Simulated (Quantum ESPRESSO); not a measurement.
## How uniaxial strain moves the moments of MnB

Wanted: the trend of the moments of MnB with uniaxial strain.

Calculated with Quantum ESPRESSO 7.5; LDA; plane waves with GBRV 1.5 LDA potentials, no spin-orbit coupling.

Most raw output is cut from this account.

## (1) The structure

It takes space group Pnma (No. 62, orthorhombic). The conventional cell has a = 5.563 Å, b = 2.977 Å, c = 4.147 Å, α = 90.00°, β = 90.00°, γ = 90.00°. Nearest to Mn lie 7 B at 2.19 to 2.25 Å. Nearest to B lie 2 B at 1.80 Å and 7 Mn at 2.19 to 2.25 Å. Farther neighbours are not listed.

Structure file:

```cif
data_structure
_symmetry_space_group_name_H-M 'Pnma'
_symmetry_Int_Tables_number 62
_cell_length_a 5.5632
_cell_length_b 2.9769
_cell_length_c 4.1472
_cell_angle_alpha 90.000
_cell_angle_beta 90.000
_cell_angle_gamma 90.000
_cell_volume 68.68
loop_
_atom_site_label
_atom_site_type_symbol
_atom_site_symmetry_multiplicity
_atom_site_Wyckoff_symbol
_atom_site_fract_x
_atom_site_fract_y
_atom_site_fract_z
_atom_site_occupancy
Mn1 Mn 4 c 0.17588 0.25000 0.12083 1
B1 B 4 c 0.03410 0.25000 0.61280 1
```

The cell comes from the Crystallography Open Database.

## (2) Factor along z 0.94, ferro ++++

Lengths along Cartesian z scale by the factor. Atoms keep their fractional places. Seeded atoms are those given a starting moment.

pw.in reads:

```
&CONTROL
  calculation = 'scf'
  prefix = 'pwscf'
  outdir = './tmp'
  pseudo_dir = './pseudo'
  disk_io = 'nowf'
  tprnfor = .true.
  tstress = .true.
/
&SYSTEM
  ibrav = 0
  nat = 8
  ntyp = 2
  ecutwfc = 40
  ecutrho = 280
  nbnd = 55
  occupations = 'smearing'
  smearing = 'fd'
  degauss = 0.00999582
  nspin = 2
  starting_magnetization(1) = 0.2333
  starting_magnetization(2) = 0
/
&ELECTRONS
  conv_thr = 1.6d-08
  electron_maxstep = 150
  mixing_beta = 0.3
/
ATOMIC_SPECIES
Mn     54.9380 mn_lda_v1.5.uspp.F.UPF
B      10.8100 b_lda_v1.4.uspp.F.UPF
CELL_PARAMETERS bohr
  10.5128903614    0.0000000000    0.0000000000
   0.0000000000    5.6254312141    0.0000000000
   0.0000000000    0.0000000000    7.3669242357
ATOMIC_POSITIONS crystal
Mn      0.1758800000    0.2500000000    0.1208300000
Mn      0.3241200000    0.7500000000    0.6208300000
Mn      0.6758800000    0.2500000000    0.3791700000
Mn      0.8241200000    0.7500000000    0.8791700000
B       0.0341000000    0.2500000000    0.6128000000
B       0.4659000000    0.7500000000    0.1128000000
B       0.5341000000    0.2500000000    0.8872000000
B       0.9659000000    0.7500000000    0.3872000000
K_POINTS automatic
6 10 8 0 0 0
```

Launch:

```console
$ OMP_NUM_THREADS=1 mpirun -n 4 pw.x -nk 4 -in pw.in > pw.out
```

Wall time 2.4 min (4 MPI ranks of Arm Neoverse V1, shared host); peak memory 0.78 GiB.

Spin moment in the atom's sphere by atom:

| atom | spin moment in the atom's sphere (μB) |
| --- | --- |
| Mn1 | 1.41 |
| Mn2 | 1.41 |
| Mn3 | 1.41 |
| Mn4 | 1.41 |
| B5 | -0.04 |
| B6 | -0.04 |
| B7 | -0.04 |
| B8 | -0.04 |

Read from the output:

```yaml
smearing_term_ts: 0.3817 eV
pressure: -7.463 GPa
magnetization: 5.957 μB
absolute_magnetization: 6.405 μB
final_state: ferromagnetic
```

## (3) Factor along z 0.94, antiferro +--+

Edit pw.in of step 2 so:

```diff
@@ -12,6 +12,6 @@
   nat = 8
-  ntyp = 2
+  ntyp = 3
   ecutwfc = 40
   ecutrho = 280
-  nbnd = 55
+  nbnd = 48
   occupations = 'smearing'
@@ -21,3 +21,4 @@
   starting_magnetization(1) = 0.2333
-  starting_magnetization(2) = 0
+  starting_magnetization(2) = -0.2333
+  starting_magnetization(3) = 0
 /
@@ -29,3 +30,4 @@
 ATOMIC_SPECIES
-Mn     54.9380 mn_lda_v1.5.uspp.F.UPF
+Mn1    54.9380 mn_lda_v1.5.uspp.F.UPF
+Mn2    54.9380 mn_lda_v1.5.uspp.F.UPF
 B      10.8100 b_lda_v1.4.uspp.F.UPF
@@ -36,6 +38,6 @@
 ATOMIC_POSITIONS crystal
-Mn      0.1758800000    0.2500000000    0.1208300000
-Mn      0.3241200000    0.7500000000    0.6208300000
-Mn      0.6758800000    0.2500000000    0.3791700000
-Mn      0.8241200000    0.7500000000    0.8791700000
+Mn1     0.1758800000    0.2500000000    0.1208300000
+Mn2     0.3241200000    0.7500000000    0.6208300000
+Mn2     0.6758800000    0.2500000000    0.3791700000
+Mn1     0.8241200000    0.7500000000    0.8791700000
 B       0.0341000000    0.2500000000    0.6128000000
```

Run time: 5.1 min. Hardware: 4 MPI ranks; peak memory 0.85 GiB; 20 min of CPU time.

Spin moment in the atom's sphere by atom:

| atom | spin moment in the atom's sphere (μB) |
| --- | --- |
| Mn1 | 0.495 |
| Mn2 | -0.496 |
| Mn3 | -0.496 |
| Mn4 | 0.495 |
| B5 | -0.004 |
| B6 | 0.004 |
| B7 | 0.004 |
| B8 | -0.004 |

Read from the output:

```yaml
smearing_term_ts: 0.6064 eV
pressure: -12.94 GPa
magnetization: 0 μB
absolute_magnetization: 2.243 μB
final_state: antiferromagnetic
```

## (4) Factor along z 0.94, no spin polarisation

pw.in reads:

```
&CONTROL
  calculation = 'scf'
  prefix = 'pwscf'
  outdir = './tmp'
  pseudo_dir = './pseudo'
  disk_io = 'nowf'
  tprnfor = .true.
  tstress = .true.
/
&SYSTEM
  ibrav = 0
  nat = 8
  ntyp = 2
  ecutwfc = 40
  ecutrho = 280
  nbnd = 48
  occupations = 'smearing'
  smearing = 'fd'
  degauss = 0.00999582
/
&ELECTRONS
  conv_thr = 1.6d-08
  electron_maxstep = 150
  mixing_beta = 0.3
/
ATOMIC_SPECIES
Mn     54.9380 mn_lda_v1.5.uspp.F.UPF
B      10.8100 b_lda_v1.4.uspp.F.UPF
CELL_PARAMETERS bohr
  10.5128903614    0.0000000000    0.0000000000
   0.0000000000    5.6254312141    0.0000000000
   0.0000000000    0.0000000000    7.3669242357
ATOMIC_POSITIONS crystal
Mn      0.1758800000    0.2500000000    0.1208300000
Mn      0.3241200000    0.7500000000    0.6208300000
Mn      0.6758800000    0.2500000000    0.3791700000
Mn      0.8241200000    0.7500000000    0.8791700000
B       0.0341000000    0.2500000000    0.6128000000
B       0.4659000000    0.7500000000    0.1128000000
B       0.5341000000    0.2500000000    0.8872000000
B       0.9659000000    0.7500000000    0.3872000000
K_POINTS automatic
6 10 8 0 0 0
```

It took 55 s on 4 MPI ranks; peak memory 0.55 GiB.

Read from the output:

| Item | Value |
| --- | --- |
| smearing term TS | 0.6451 eV |
| pressure | -13.95 GPa |
| final state | non-magnetic (no spin polarisation) |

## (5) Factor along z 1.06, ferro ++++

Edit pw.in of step 4 so:

```diff
@@ -15,3 +15,3 @@
   ecutrho = 280
-  nbnd = 48
+  nbnd = 55
   occupations = 'smearing'
@@ -19,2 +19,5 @@
   degauss = 0.00999582
+  nspin = 2
+  starting_magnetization(1) = 0.2333
+  starting_magnetization(2) = 0
 /
@@ -31,3 +34,3 @@
    0.0000000000    5.6254312141    0.0000000000
-   0.0000000000    0.0000000000    7.3669242357
+   0.0000000000    0.0000000000    8.3073826488
 ATOMIC_POSITIONS crystal
```

It took 2.8 min on 4 MPI ranks; peak memory 0.86 GiB.

This step gave:

```
smearing term TS       : 0.3028 eV
pressure               : -33.49 GPa
magnetization          : 7.245 μB
absolute magnetization : 8.065 μB
final state            : ferromagnetic
largest moment         : 1.788 μB
```

## (6) What a mistake does

As a test, an input with a fault in it is run.

Edit pw.in of step 5 so:

```diff
@@ -25,3 +25,3 @@
   conv_thr = 1.6d-08
-  electron_maxstep = 150
+  electron_maxstep = 75
   mixing_beta = 0.3
@@ -32,5 +32,5 @@
 CELL_PARAMETERS bohr
-  10.5128903614    0.0000000000    0.0000000000
-   0.0000000000    5.6254312141    0.0000000000
-   0.0000000000    0.0000000000    8.3073826488
+   5.5631820000    0.0000000000    0.0000000000
+   0.0000000000    2.9768500000    0.0000000000
+   0.0000000000    0.0000000000    4.1472430000
 ATOMIC_POSITIONS crystal
```

Wall time 26 s (4 MPI ranks); peak memory 0.31 GiB; 1.8 min of CPU time.

Convergence was reached, yet the input spoils the result.

The fault in the input: cell vectors in angstrom declared as bohr.

The two runs compared:

| quantity | this run | same start on sound input | difference |
| --- | --- | --- | --- |
| largest moment (μB) | 0 | 1.6654 | -1.67 |
| magnetization (μB) | 0 | 6.812 | -6.81 |
| absolute magnetization (μB) | 0 | 7.455 | -7.46 |

One result that differs is the largest moment, 0 μB against 1.67 μB.

## (7) Trends

The runs not shown differ from these in the moved quantity alone.

States, by row:

| c axis | ferro ++++ | antiferro +--+ | no spin polarisation |
| --- | --- | --- | --- |
| 0.94 | ferromagnetic | antiferromagnetic | non-magnetic |
| 0.97 | ferromagnetic | antiferromagnetic | non-magnetic |
| 1 | ferromagnetic | antiferromagnetic | non-magnetic |
| 1.03 | ferromagnetic | antiferromagnetic | non-magnetic |
| 1.06 | ferromagnetic | antiferromagnetic | non-magnetic |

The largest site moment by c axis:

| c axis (factor) | ferro ++++ (μB) | antiferro +--+ (μB) |
| --- | --- | --- |
| 0.9400 | 1.41 | 0.496 |
| 0.9700 | 1.55 | 0.611 |
| 1.0000 | 1.67 | 0.730 |
| 1.0300 | 1.74 | 0.854 |
| 1.0600 | 1.79 | 0.995 |

Energy less that of the parallel start against c axis; values in meV a seeded atom:

| c axis (factor) | antiferro +--+ | no spin polarisation |
| --- | --- | --- |
| 0.9400 | 71.5 | 73.0 |
| 0.9700 | 92.1 | 94.5 |
| 1.0000 | 111 | 115 |
| 1.0300 | 127 | 132 |
| 1.0600 | 139 | 146 |

Table of energy over the lowest by c axis; values in meV an atom:

| c axis (factor) | ferro ++++ | antiferro +--+ | no spin polarisation |
| --- | --- | --- | --- |
| 0.9400 | 0.0608 | 35.8 | 36.6 |
| 0.9700 | 0 | 46.0 | 47.3 |
| 1.0000 | 26.0 | 81.7 | 83.5 |
| 1.0300 | 72.9 | 137 | 139 |
| 1.0600 | 136 | 205 | 209 |

## (8) Summary of results

```json
{"moment, parallel start": "1.41 to 1.79 μB", "states met from these starts": "antiferromagnetic and ferromagnetic"}
```

What this shows: The moment of the parallel start goes from 1.41 μB at 0.94 to 1.79 μB at 1.06. The net moment of the cell goes from 5.96 to 7.25 μB. The radius of the spheres follows the nearest distance, so part of the change of the site moments is the spheres'. The largest moment of the start antiferro +--+ lies between 0.496 and 0.995 μB. The start antiferro +--+ lies over the parallel one at every finished point, by 71.5 to 139 meV a seeded atom. Energies are free energies at an electronic temperature of 1580 K, which lowers moments and differences where the moments are itinerant.

[Logs and program files are shortened in this print: banners, set-up blocks, solver, clock and traceback lines can be left out without a mark of their own.]

[Logs are printed without paths, hosts, clocks, repeated set-up lines and the standing remarks that a program may print on its own settings, such as how far it seeks lower states.]

[Hosts, paths, dates, database ids (printed as entryN), source tags and the programs' standing remarks are cut or masked in the printed files.]

[Where a cell is said to come from a database of computed structures, the database is the Materials Project.]
